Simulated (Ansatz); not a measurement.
**linear Os chain: period, moment and channels by functional**

Wanted: the relaxed geometry and the open channels of the linear Os chain, by several methods.

Calculated with Ansatz 0.2.0; DFT PBE, plane waves, PAW; relaxation of a chain's period, in the first sound run; inputs show where later runs differ.

This is a report of a sequence of runs, with most program output left out.

## 1. Starting point

The cell holds 1 atom: 1 Os. Cell: a = 7.500 Å, b = 7.500 Å, c = 2.678 Å, α = 90.0°, β = 90.0°, γ = 90.0°. Vacuum lies along a and b. The structure's axis is c.

Structure file:

```cif
data_structure
_symmetry_space_group_name_H-M 'P 1'
_symmetry_Int_Tables_number 1
_cell_length_a 7.5000
_cell_length_b 7.5000
_cell_length_c 2.6784
_cell_angle_alpha 90.000
_cell_angle_beta 90.000
_cell_angle_gamma 90.000
_cell_volume 150.66
loop_
_atom_site_label
_atom_site_type_symbol
_atom_site_fract_x
_atom_site_fract_y
_atom_site_fract_z
_atom_site_occupancy
Os1 Os 0.50000 0.50000 0.00000 1
```

## 2. Relaxing the period, level PBE, cutoff 420 eV

Band widths follow the bond lengths, so the chain is relaxed first. The atoms and the third cell vector are free; the box across stays fixed as vacuum. Moments are seeded so that a magnetic state can form if it lies lower. A Fermi-Dirac smearing is set since the result may be a metal. The pressure printed is a third of the stress's trace over the whole box, vacuum included; only the stress along the axis is relaxed.

Contents of input.yaml:

```yaml
crystal:
  lattice:
    - [7.5, 0.0, 0.0]
    - [0.0, 7.5, 0.0]
    - [0.0, 0.0, 2.6784]
  atoms:
    - { symbol: Os, position: [0.5, 0.5, 0.0], spin: 1.5 }
magnetization:
  spin_polarized: true
kpoints:
  mp_grid: { grid: [1, 1, 30] }
scf:
  occupations: { method: fermi_dirac, width: 0.05 }
hamiltonian:
  xc: pbe
relax:
  cell: { fix: [a, b, alpha, beta, gamma] }
  max_steps: 60
```

On the command line:

```console
$ ansatz run input.yaml --threads 4 --pin off --max-ram 8192MiB --backend cpu --events-out ev --progress --plain --runs-dir out
```

The job ended after 10 s (4 threads of Arm Neoverse V2, shared host; peak memory 0.41 GiB).

Step by step:

| step | energy less that of the first step (eV) | largest force component (eV/Å) | pressure (GPa) | volume (Å³) |
| --- | --- | --- | --- | --- |
| 1 | 0.0000 | 0.0000 | -2.75 | 150.66 |
| 2 | -0.3618 | 0.0000 | -2.48 | 143.32 |
| 3 | -0.6629 | 0.0000 | -2.10 | 135.97 |
| 4 | -0.8393 | 0.0000 | -0.51 | 128.63 |
| 5 | -0.8626 | 0.0000 | -0.35 | 126.73 |
| 6 | -0.8303 | 0.0000 | 1.33 | 123.56 |
| 7 | -0.8639 | 0.0000 | -0.13 | 126.24 |
| 8 | -0.8639 | 0.0000 | -0.10 | 126.18 |
| 9* | -0.8627 | 0.0000 | -0.10 | 126.18 |

Relaxation steps marked * repeat the geometry before them on a plane-wave basis chosen anew for their cell, so energy and pressure can jump there. Relaxation step 6 was tried and not accepted.

| cell as run | before | after | change |
| --- | --- | --- | --- |
| c (Å) | 2.678 | 2.243 | -16.2 % |

The relaxed structure:

```cif
data_structure
_symmetry_space_group_name_H-M 'P 1'
_symmetry_Int_Tables_number 1
_cell_length_a 7.5000
_cell_length_b 7.5000
_cell_length_c 2.2432
_cell_angle_alpha 90.000
_cell_angle_beta 90.000
_cell_angle_gamma 90.000
_cell_volume 126.18
loop_
_atom_site_label
_atom_site_type_symbol
_atom_site_fract_x
_atom_site_fract_y
_atom_site_fract_z
_atom_site_occupancy
Os1 Os 0.50000 0.50000 0.00000 1
```

Numbers from this step:

* energy at zero smearing: -11379.5896 eV
* cell length along the wire: 2.243 Å

The cell's length comes to 2.243 Å with no moment. That is -16 % against the start, more than a small adjustment.

The cell shrank by 16.2 % in its periodic edges.

## 3. The wire at its relaxed period, level PBE, cutoff 420 eV

This step: DFT PBE, plane waves, PAW; channels and complex bands of a perfect chain (Ansatz 0.2.0).

At the relaxed period the Bloch states of the perfect chain are found at each energy: those that move forward count the open channels, and those that decay describe how a disturbance dies away inside the wire itself. An energy step of 0.035 eV is under the 0.039 eV that the program asks for its thermal average at 300 K.

Contents of input.yaml:

```yaml
crystal:
  lattice:
    - [7.5, 0.0, 0.0]
    - [0.0, 7.5, 0.0]
    - [0.0, 0.0, 2.243177479]
  atoms:
    - { symbol: Os, position: [0.5, 0.5, 0.0] }
kpoints:
  mp_grid: { grid: [1, 1, 36] }
  band_path: { path: ["Γ", Z], npoints: 60 }
scf:
  occupations: { method: fermi_dirac, width: 0.05 }
hamiltonian:
  xc: pbe
output:
  transmission:
    e_range: [-2, 2]
    de: 0.035
    kmesh: [1, 1]
    reduced_basis: true
    leads: [[0, 0]]
  dos: { projected: true, e_range: [-6, 4] }
  write_potential: true
  write_density: true
  volumetric_format: npy
  elf: true
```

Elapsed: 7 s, on 4 threads; peak memory 0.44 GiB.

This step gave:

* energy at zero smearing: -11379.5819 eV
* channels at the energy nearest the Fermi level, one spin: 6
* conductance of the lead as this run defines it: 6.000 G₀
* band gap: 0 eV

Open channels of the lead, one spin against energy, zero at the Fermi level:

energy (eV), open channels of the lead, one spin and a bar from the least value:
```
    -2.00       4.00 ##########
    -1.90       4.00 ##########
    -1.79       4.00 ##########
    -1.69       4.00 ##########
    -1.58       4.00 ##########
    -1.48       6.00 ##############################
    -1.37       6.00 ##############################
    -1.23       6.00 ##############################
    -1.12       6.00 ##############################
    -1.02       6.00 ##############################
    -0.92       6.00 ##############################
    -0.81       6.00 ##############################
    -0.70       6.00 ##############################
    -0.60       6.00 ##############################
    -0.49       6.00 ##############################
    -0.39       6.00 ##############################
    -0.28       6.00 ##############################
    -0.18       6.00 ##############################
    -0.07       6.00 ##############################
    -0.01       6.00 ##############################
     0.07       6.00 ##############################
     0.17       6.00 ##############################
     0.28       6.00 ##############################
     0.38       6.00 ##############################
     0.48       4.00 ##########
     0.59       4.00 ##########
     0.69       4.00 ##########
     0.80       4.00 ##########
     0.91       4.00 ##########
     1.01       4.00 ##########
     1.11       4.00 ##########
     1.22       4.00 ##########
     1.36       4.00 ##########
     1.47       4.00 ##########
     1.57       3.00 
     1.68       3.00 
     1.78       3.00 
     1.89       3.00 
     1.99       3.00
```

The slowest values at each energy, most degenerate partners merged, listed up to 1.5 1/Å. Im kz of the slowest decaying states against energy, zero at the Fermi level:

| energy (eV) | decay 1 (Å⁻¹) | decay 2 (Å⁻¹) | decay 3 (Å⁻¹) | decay 4 (Å⁻¹) |
| --- | --- | --- | --- | --- |
| -2.0000 | 0.485 | 0.490 | 1.30 | 1.35 |
| -1.7550 | 0.352 | 0.359 | 1.27 | 1.33 |
| -1.5100 | 0.0848 | 0.108 | 1.25 | 1.31 |
| -1.2650 | 1.22 | 1.28 | 1.43 | - |
| -0.9850 | 1.19 | 1.25 | 1.41 | - |
| -0.7400 | 1.16 | 1.22 | 1.38 | - |
| -0.4950 | 1.13 | 1.20 | 1.36 | - |
| -0.2500 | 1.11 | 1.17 | 1.33 | - |
| -0.0050 | 1.08 | 1.14 | 1.31 | 1.48 |
| 0.2400 | 1.05 | 1.11 | 1.28 | 1.46 |
| 0.4850 | 0.101 | 0.103 | 1.01 | 1.08 |
| 0.7650 | 0.310 | 0.310 | 0.977 | 1.05 |
| 1.0100 | 0.403 | 0.403 | 0.943 | 1.02 |
| 1.2550 | 0.471 | 0.471 | 0.909 | 0.984 |
| 1.5000 | 0.0313 | 0.525 | 0.525 | 0.873 |
| 1.7450 | 0.166 | 0.570 | 0.57 | 0.836 |

Electronic bands along the path, in eV, zero at the Fermi level:

| point | band 5 | band 6 | band 7 | band 8 | band 9 | band 10 | band 11 | band 12 |
| --- | --- | --- | --- | --- | --- | --- | --- | --- |
| Γ | -6.85 | -2.34 | -1.50 | -1.49 | 2.67 | 2.67 | 3.49 | 3.49 |
| halfway | -1.77 | -1.77 | -1.29 | -0.84 | -0.62 | -0.61 | 5.94 | 5.94 |
| Z | -4.36 | -4.36 | 0.45 | 0.45 | 1.49 | 5.80 | 10.23 | 10.23 |

Valence density in the ca plane at fractional y = 0.500, with atoms of Os within 0.2 Å of it. It is the smooth field of the valence electrons, not physical close to the nuclei.

Values in e/Å³, 24 rows by 12 columns, each cell a mean:
```
0.0 0.0 0.0 0.0 0.0 0.0 0.0 0.0 0.0 0.0 0.0 0.0
0.0 0.0 0.0 0.0 0.0 0.0 0.0 0.0 0.0 0.0 0.0 0.0
0.0 0.0 0.0 0.0 0.0 0.0 0.0 0.0 0.0 0.0 0.0 0.0
0.0 0.0 0.0 0.0 0.0 0.0 0.0 0.0 0.0 0.0 0.0 0.0
0.0 0.0 0.0 0.0 0.0 0.0 0.0 0.0 0.0 0.0 0.0 0.0
0.0 0.0 0.0 0.0 0.0 0.0 0.0 0.0 0.0 0.0 0.0 0.0
0.1 0.1 0.1 0.1 0.1 0.1 0.1 0.1 0.1 0.1 0.1 0.1
0.2 0.2 0.2 0.2 0.2 0.1 0.1 0.1 0.2 0.2 0.2 0.2
0.9 0.8 0.6 0.5 0.3 0.3 0.3 0.3 0.3 0.5 0.6 0.8
3.4 3.1 2.2 1.3 0.8 0.6 0.5 0.6 0.8 1.3 2.2 3.1
7.1 6.7 5.4 3.4 1.7 1.0 0.8 1.0 1.7 3.4 5.4 6.7
7.9 7.9 7.1 4.9 2.5 1.3 1.0 1.3 2.5 4.9 7.1 7.9
7.7 7.4 6.2 4.1 2.1 1.1 0.9 1.1 2.1 4.1 6.2 7.4
5.0 4.6 3.4 2.1 1.1 0.7 0.6 0.7 1.1 2.1 3.4 4.6
1.4 1.3 0.9 0.6 0.5 0.4 0.3 0.4 0.5 0.6 0.9 1.3
0.4 0.3 0.3 0.2 0.2 0.2 0.2 0.2 0.2 0.2 0.3 0.3
0.1 0.1 0.1 0.1 0.1 0.1 0.1 0.1 0.1 0.1 0.1 0.1
0.0 0.0 0.0 0.0 0.0 0.0 0.0 0.0 0.0 0.0 0.0 0.0
0.0 0.0 0.0 0.0 0.0 0.0 0.0 0.0 0.0 0.0 0.0 0.0
0.0 0.0 0.0 0.0 0.0 0.0 0.0 0.0 0.0 0.0 0.0 0.0
0.0 0.0 0.0 0.0 0.0 0.0 0.0 0.0 0.0 0.0 0.0 0.0
0.0 0.0 0.0 0.0 0.0 0.0 0.0 0.0 0.0 0.0 0.0 0.0
0.0 0.0 0.0 0.0 0.0 0.0 0.0 0.0 0.0 0.0 0.0 0.0
0.0 0.0 0.0 0.0 0.0 0.0 0.0 0.0 0.0 0.0 0.0 0.0
```
Columns run along c (2.2 Å), rows up along a (7.5 Å). Atoms in or near the plane, at fractional coordinates: Os at (0.00, 0.50).

Electrostatic potential energy in the ca plane at fractional y = 0.500, with atoms of Os within 0.2 Å of it. With pseudopotentials it is smooth inside the atoms' cores, unlike the true potential.

Values in eV, 24 rows by 12 columns, each cell a mean:
```
  4   4   4   4   4   4   4   4   4   4   4   4
  4   4   4   4   4   4   4   4   4   4   4   4
  4   4   4   4   4   4   4   4   4   4   4   4
  3   3   3   3   3   3   3   3   3   3   3   3
  3   3   3   3   3   3   3   3   3   3   3   3
  3   3   3   3   3   3   3   3   3   3   3   3
  1   1   2   2   2   2   3   2   2   2   2   1
 -3  -3  -2  -1   0   1   1   1   0  -1  -2  -3
-17 -16 -12  -8  -4  -2  -2  -2  -4  -8 -12 -16
-42 -40 -35 -26 -15  -8  -6  -8 -15 -26 -35 -40
-58 -57 -53 -44 -31 -18 -12 -18 -31 -44 -53 -57
-59 -59 -59 -51 -38 -23 -16 -23 -38 -51 -59 -59
-59 -58 -56 -47 -34 -20 -14 -20 -34 -47 -56 -58
-50 -48 -43 -34 -22 -12  -8 -12 -22 -34 -43 -48
-26 -24 -19 -13  -7  -4  -3  -4  -7 -13 -19 -24
 -6  -6  -4  -3  -1   0   0   0  -1  -3  -4  -6
  0   0   1   1   2   2   2   2   2   1   1   0
  2   2   2   3   3   3   3   3   3   3   2   2
  3   3   3   3   3   3   3   3   3   3   3   3
  3   3   3   3   3   3   3   3   3   3   3   3
  3   3   3   3   4   4   4   4   4   3   3   3
  4   4   4   4   4   4   4   4   4   4   4   4
  4   4   4   4   4   4   4   4   4   4   4   4
  4   4   4   4   4   4   4   4   4   4   4   4
```
Columns run along c (2.2 Å; values clipped at the 3rd and 97th percentile), rows up along a (7.5 Å). Atoms in or near the plane, at fractional coordinates: Os at (0.00, 0.50).

ELF in the ca plane at fractional y = 0.500, with atoms of Os within 0.2 Å of it. It is the smooth field of the valence electrons, not physical close to the nuclei.

Ten even steps from '_' (0.00) to '@' (0.67), each cell a mean:
```
________________________
________________________
________________________
........................
......::::::::::::::....
------------------------
------====++++++====----
========++++**++++======
++++======++**++======++
@@@@##**==++++++==**##@@
%%@@@@@@**++++++**@@@@@@
==**@@@@##++==++##@@@@**
##%%@@@@##++++++##@@@@%%
@@@@@@##++++++++++##@@@@
****++====++**++====++**
========++++**++++======
----======++++++======--
----------======--------
::::::::::::::::::::::::
........................
________________________
________________________
________________________
________________________
```
Columns run along c (2.2 Å), rows up along a (7.5 Å). Atoms in or near the plane, at fractional coordinates: Os at (0.00, 0.50).

By hand: the program gives 8.2646 × 10^14 S/m² over the cell's cross-section of 56.25 Å² = 5.625 × 10^-19 m², so one cell conducts 4.649 × 10^-4 S. Divided by G0 = 2e²/h = 7.748 × 10^-5 S this is 6.00 G0, a resistance of 2.15 kΩ.

At the computed energy nearest the Fermi level there are 6 channels a spin, and the thermal average gives 6.00 G₀.

## 4. Relaxing the period, cutoff 500 eV

This step: DFT r2SCAN, plane waves, PAW; relaxation of a chain's period (Ansatz 0.2.0).

The relaxation is repeated under another functional. r2SCAN also reads the kinetic-energy density; it often gives larger moments and wider gaps than PBE, at a higher cost. Against the first PBE run of this kind, the cutoff is 500 eV against 420.

Contents of input.yaml:

```yaml
crystal:
  lattice:
    - [7.5, 0.0, 0.0]
    - [0.0, 7.5, 0.0]
    - [0.0, 0.0, 2.6784]
  atoms:
    - { symbol: Os, position: [0.5, 0.5, 0.0], spin: 1.5 }
magnetization:
  spin_polarized: true
kpoints:
  mp_grid: { grid: [1, 1, 30] }
scf:
  occupations: { method: fermi_dirac, width: 0.05 }
hamiltonian:
  xc: r2scan
relax:
  cell: { fix: [a, b, alpha, beta, gamma] }
  max_steps: 60
```

It took 34 s on 4 threads; peak memory 0.74 GiB; 2.2 min of CPU time.

Relaxation path:

```csv
step,energy less that of the first step (eV),largest force component (eV/Å),pressure (GPa),volume (Å³)
1,0.0000,0.0000,-1.69,150.66
2,-0.3131,0.0000,-2.66,143.32
3,-0.5880,0.0000,-1.32,135.97
4,-0.6564,0.0000,-0.82,129.33
5,-0.5460,0.0000,2.74,121.99
6,-0.6706,0.0000,-0.34,127.84
7,-0.6725,0.0000,-0.09,127.05
8*,-0.6715,0.0000,-0.09,127.05
```

Relaxation steps marked * repeat the geometry before them on a plane-wave basis chosen anew for their cell, so energy and pressure can jump there. Relaxation step 5 was tried and not accepted.

| cell as run | before | after | change |
| --- | --- | --- | --- |
| c (Å) | 2.678 | 2.259 | -15.7 % |

Final coordinates:

```xyz
1
Lattice="7.5000 0.0000 0.0000 0.0000 7.5000 0.0000 0.0000 0.0000 2.2587" Properties=species:S:1:pos:R:3
Os    3.7500    3.7500    0.0000
```

The cell's length comes to 2.259 Å, +0.7 % against the first run, with an absolute moment of 1.51 μB a cell. That is -16 % against the start, more than a small adjustment.

The cell shrank by 15.7 % in its periodic edges.

## 5. Bands of the perfect wire, level r2SCAN, cutoff 500 eV

This step: DFT r2SCAN, plane waves, PAW; channels and complex bands of a perfect chain (Ansatz 0.2.0).

The channels are counted again under r2SCAN, at the period that it gave. Its window is narrower, to save time.

input.yaml, the sections that differ from step 4:

```yaml
crystal:
  lattice:
    - [7.5, 0.0, 0.0]
    - [0.0, 7.5, 0.0]
    - [0.0, 0.0, 2.2586955528]
  atoms:
    - { symbol: Os, position: [0.5, 0.5, 0.0], spin: 0.99 }
kpoints:
  mp_grid: { grid: [1, 1, 36] }
  band_path: { path: ["Γ", Z], npoints: 60 }
output:
  transmission:
    e_range: [-0.7, 0.7]
    de: 0.035
    kmesh: [1, 1]
    reduced_basis: true
    leads: [[0, 0]]
  dos: { projected: true, e_range: [-6, 4] }
# magnetization, scf, hamiltonian: as in step 4
# relax: removed
```

Run time: 20 s. Hardware: 4 threads; peak memory 0.76 GiB; 72 s of CPU time.

The open channels of the lead by energy, zero at the Fermi level:

```
energy (eV)  spin up  spin down
     -0.700        6          4
     -0.630        6          6
     -0.560        6          6
     -0.490        4          6
     -0.420        4          6
     -0.350        4          6
     -0.315        4          6
     -0.245        4          6
     -0.175        4          6
     -0.105        4          6
     -0.035        4          6
      0.000        4          6
      0.035        4          6
      0.105        4          6
      0.175        4          6
      0.245        4          6
      0.315        4          6
      0.350        4          6
      0.420        4          6
      0.490        4          6
      0.560        4          6
      0.630        3          6
      0.700        3          6
```

At the computed energy nearest the Fermi level there are 4 spin-up and 6 spin-down channels, and the thermal average gives 5.00 G₀.

## 6. Relaxing the period

This step: DFT RPBE, plane waves, PAW; relaxation of a chain's period (Ansatz 0.2.0).

The relaxation is repeated under another functional. RPBE strengthens the exchange enhancement and tends to longer, weaker bonds than PBE.

input.yaml, the sections that differ from step 5:

```yaml
crystal:
  lattice:
    - [7.5, 0.0, 0.0]
    - [0.0, 7.5, 0.0]
    - [0.0, 0.0, 2.6784]
  atoms:
    - { symbol: Os, position: [0.5, 0.5, 0.0], spin: 1.5 }
kpoints:
  mp_grid: { grid: [1, 1, 30] }
hamiltonian:
  xc: rpbe
relax:
  cell: { fix: [a, b, alpha, beta, gamma] }
  max_steps: 60
# magnetization, scf: as in step 5
# output: removed
```

Wall time 6.2 s (4 threads); peak memory 0.41 GiB; 22 s of CPU time.

Relaxation path:

```
step  energy less that of the first step (eV)  largest force component (eV/Å)  pressure (GPa)  volume (Å³)
   1                                   0.0000                          0.0000           -2.50       150.66
   2                                  -0.3201                          0.0000           -2.19       143.32
   3                                  -0.5643                          0.0000           -1.77       135.97
   4                                  -0.6990                          0.0000           -0.13       128.63
   5                                  -0.6990                          0.0000           -0.09       128.50
  6*                                  -0.6976                          0.0000           -0.09       128.50
```

Relaxation steps marked * repeat the geometry before them on a plane-wave basis chosen anew for their cell, so energy and pressure can jump there.

```csv
cell as run,before,after,change
c (Å),2.678,2.284,-14.7 %
```

The relaxed structure:

```
Os
1.0
     7.50000    0.00000    0.00000
     0.00000    7.50000    0.00000
     0.00000    0.00000    2.28447
Os
1
Direct
  0.50000 0.50000 0.00000
```

The cell's length comes to 2.284 Å, +1.8 % against the first run, with an absolute moment of 1.37 μB a cell. That is -15 % against the start, more than a small adjustment.

The cell shrank by 14.7 % in its periodic edges.

## 7. Bands of the perfect wire, level RPBE, cutoff 420 eV

This step: DFT RPBE, plane waves, PAW; channels and complex bands of a perfect chain (Ansatz 0.2.0).

The channels are counted again under RPBE, at the period that it gave.

input.yaml, the sections that differ from step 6:

```yaml
crystal:
  lattice:
    - [7.5, 0.0, 0.0]
    - [0.0, 7.5, 0.0]
    - [0.0, 0.0, 2.2844745725]
  atoms:
    - { symbol: Os, position: [0.5, 0.5, 0.0], spin: 0.9 }
kpoints:
  mp_grid: { grid: [1, 1, 36] }
  band_path: { path: ["Γ", Z], npoints: 60 }
output:
  transmission:
    e_range: [-2, 2]
    de: 0.035
    kmesh: [1, 1]
    reduced_basis: true
    leads: [[0, 0]]
  dos: { projected: true, e_range: [-6, 4] }
# magnetization, scf, hamiltonian: as in step 6
# relax: removed
```

Run time: 32 s. Hardware: 4 threads; peak memory 0.53 GiB; 1.8 min of CPU time.

Open channels of the lead against energy, zero at the Fermi level:

```csv
energy (eV),spin up,spin down
-2.00,4,3
-1.90,4,3
-1.79,6,3
-1.69,6,4
-1.58,6,4
-1.48,6,4
-1.37,6,4
-1.23,6,4
-1.12,6,4
-1.02,6,4
-0.92,6,4
-0.81,6,4
-0.70,6,5
-0.60,6,6
-0.49,6,6
-0.39,6,6
-0.28,6,6
-0.18,6,6
-0.07,4,6
-0.01,4,6
0.07,4,6
0.17,4,6
0.28,4,6
0.38,4,6
0.48,4,6
0.59,4,6
0.69,4,6
0.80,4,6
0.91,3,6
1.01,3,6
1.11,3,6
1.22,3,4
1.36,3,4
1.47,3,4
1.57,3,4
1.68,3,4
1.78,3,4
1.89,3,4
1.99,3,4
```

At the computed energy nearest the Fermi level there are 4 spin-up and 6 spin-down channels, and the thermal average gives 5.01 G₀.

[end of part 1 of 2]

[Logs are printed without paths, hosts, clocks, repeated set-up lines and the standing remarks that a program may print on its own settings, such as how far it seeks lower states.]

[Hosts, paths, dates, database ids (printed as entryN), source tags and the programs' standing remarks are cut or masked in the printed files.]
